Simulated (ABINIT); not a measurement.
An input for ABINIT 10.8.3 (Ga2O3 (C2/m)):

```
acell 3*1.0 Angstrom
rprim 
  6.107000000000 -1.518550000000 0.000000000000
  6.107000000000 1.518550000000 0.000000000000
  -1.385988895900 0.000000000000 5.630008738000
ntypat 2
znucl 31 8
natom 10
typat 1 1 1 1 2 2 2 2 2 2
xred 
  0.090500000000 0.090500000000 0.794600000000
  0.909500000000 0.909500000000 0.205400000000
  0.658660000000 0.658660000000 0.314020000000
  0.341340000000 0.341340000000 0.685980000000
  0.164500000000 0.164500000000 0.109800000000
  0.835500000000 0.835500000000 0.890200000000
  0.173300000000 0.173300000000 0.563200000000
  0.826700000000 0.826700000000 0.436800000000
  0.495900000000 0.495900000000 0.256600000000
  0.504100000000 0.504100000000 0.743400000000
pp_dirpath "pseudos"
pseudos "Ga.upf, O.upf"
ecut 45
ngkpt 4 4 2
nshiftk 1
shiftk 0 0 0
kptopt 1
chksymbreak 0
istwfk *1
occopt 1
irdwfk 1
optdriver 3
nband 116
ecuteps 3.3
inclvkb 2
awtr 1
symchi 1
irdqps 1
gwcalctyp 10
nqptdm 13
qptdm 
  0.2500000000 0.0000000000 0.0000000000
  0.5000000000 0.0000000000 0.0000000000
  0.2500000000 0.2500000000 0.0000000000
  0.5000000000 0.2500000000 0.0000000000
  -0.2500000000 0.2500000000 0.0000000000
  0.5000000000 0.5000000000 0.0000000000
  0.0000000000 0.0000000000 0.5000000000
  0.2500000000 0.0000000000 0.5000000000
  0.5000000000 0.0000000000 0.5000000000
  0.2500000000 0.2500000000 0.5000000000
  0.5000000000 0.2500000000 0.5000000000
  -0.2500000000 0.2500000000 0.5000000000
  0.5000000000 0.5000000000 0.5000000000
indata_prefix "in"
outdata_prefix "out"
tmpdata_prefix "tmp"
```

```sh
OMP_NUM_THREADS=1 mpirun -n 4 abinit run.abi > log; mrgscr < mrgscr.stdin
```

How long will it take on 4 MPI ranks of Arm Neoverse V2, shared host, and how much memory?

It took 4.6 min; on shared hardware allow 2.3 min to 9.2 min. Peak host memory was 6.7 GiB.

[Paths, hosts, dates, memory and timing lines, banners, echoed tables and standing remarks are left out of the program output.]

[Logs are printed without paths, hosts, clocks, repeated set-up lines and the standing remarks that a program may print on its own settings, such as how far it seeks lower states.]

[Runs of the session that timed out or met a known fault of the program may be left out.]

[Hosts, paths, dates, database ids (printed as entryN), source tags and the programs' standing remarks are cut or masked in the printed files.]

[G0W0 gaps are taken among the corrected bands and points alone; a level outside them can change the order at an edge.]

[Where Ansatz stands beside ABINIT at settings called matched, ABINIT's density can come from a denser mesh and the files from another edition; pairs whose starting gaps differed by over 0.03 eV were left out, so agreement reads better than it is.]
